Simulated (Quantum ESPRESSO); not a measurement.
Computed results, one entry a study.

```json
{"subject": "Fixed-spin-moment curve of FeNi (Tetrataenite)", "lattice_ang": [[2.533, 0.0, 0.0], [0.0, 2.533, 0.0], [0.0, 0.0, 3.582]], "atoms": [["Fe", 0.0, 0.0, 0.0], ["Ni", 0.5, 0.5, 0.5]], "method": "PBEsol; plane waves with GBRV 1.5 PBEsol potentials, no spin-orbit coupling (and 1 further level or step)", "program": "Quantum ESPRESSO 7.5", "settings_of_one_run": "GBRV 1.5 PBEsol, potential files Ni: ni_pbesol_v1.4.uspp.F.UPF, Fe: fe_pbesol_v1.5.uspp.F.UPF, cutoff 544.23 eV, 10×10×10 k-mesh, 23 bands, fermi-dirac occupations, smearing width 0.1 eV, collinear spin, SCF threshold 4.00e-9, starting moments 2.8 1 μB", "cost": "9 runs, 4.6 min in all on 2 MPI ranks of AMD EPYC 7R43, shared host (the runs of this entry)", "notes": "The run is spin-polarised, with a total moment of 3.36 μB a cell (absolute 3.64). All runs start parallel; opposed orders may lie lower.", "results": {"moment_of_the_free_run": "3.36 μB a cell", "energy_at_zero_total_moment": "639 meV a cell over the lowest", "delta_e_delta_m2_from_the_lowest_point_to_3p80_and_to_3p04_mu_b": "498 and 334 meV/μB²"}}
```

[Logs and program files are shortened in this print: banners, set-up blocks, solver, clock and traceback lines can be left out without a mark of their own.]

[Logs are printed without paths, hosts, clocks, repeated set-up lines and the standing remarks that a program may print on its own settings, such as how far it seeks lower states.]

[Hosts, paths, dates, database ids (printed as entryN), source tags and the programs' standing remarks are cut or masked in the printed files.]

[Where a cell is said to come from a database of computed structures, the database is the Materials Project.]
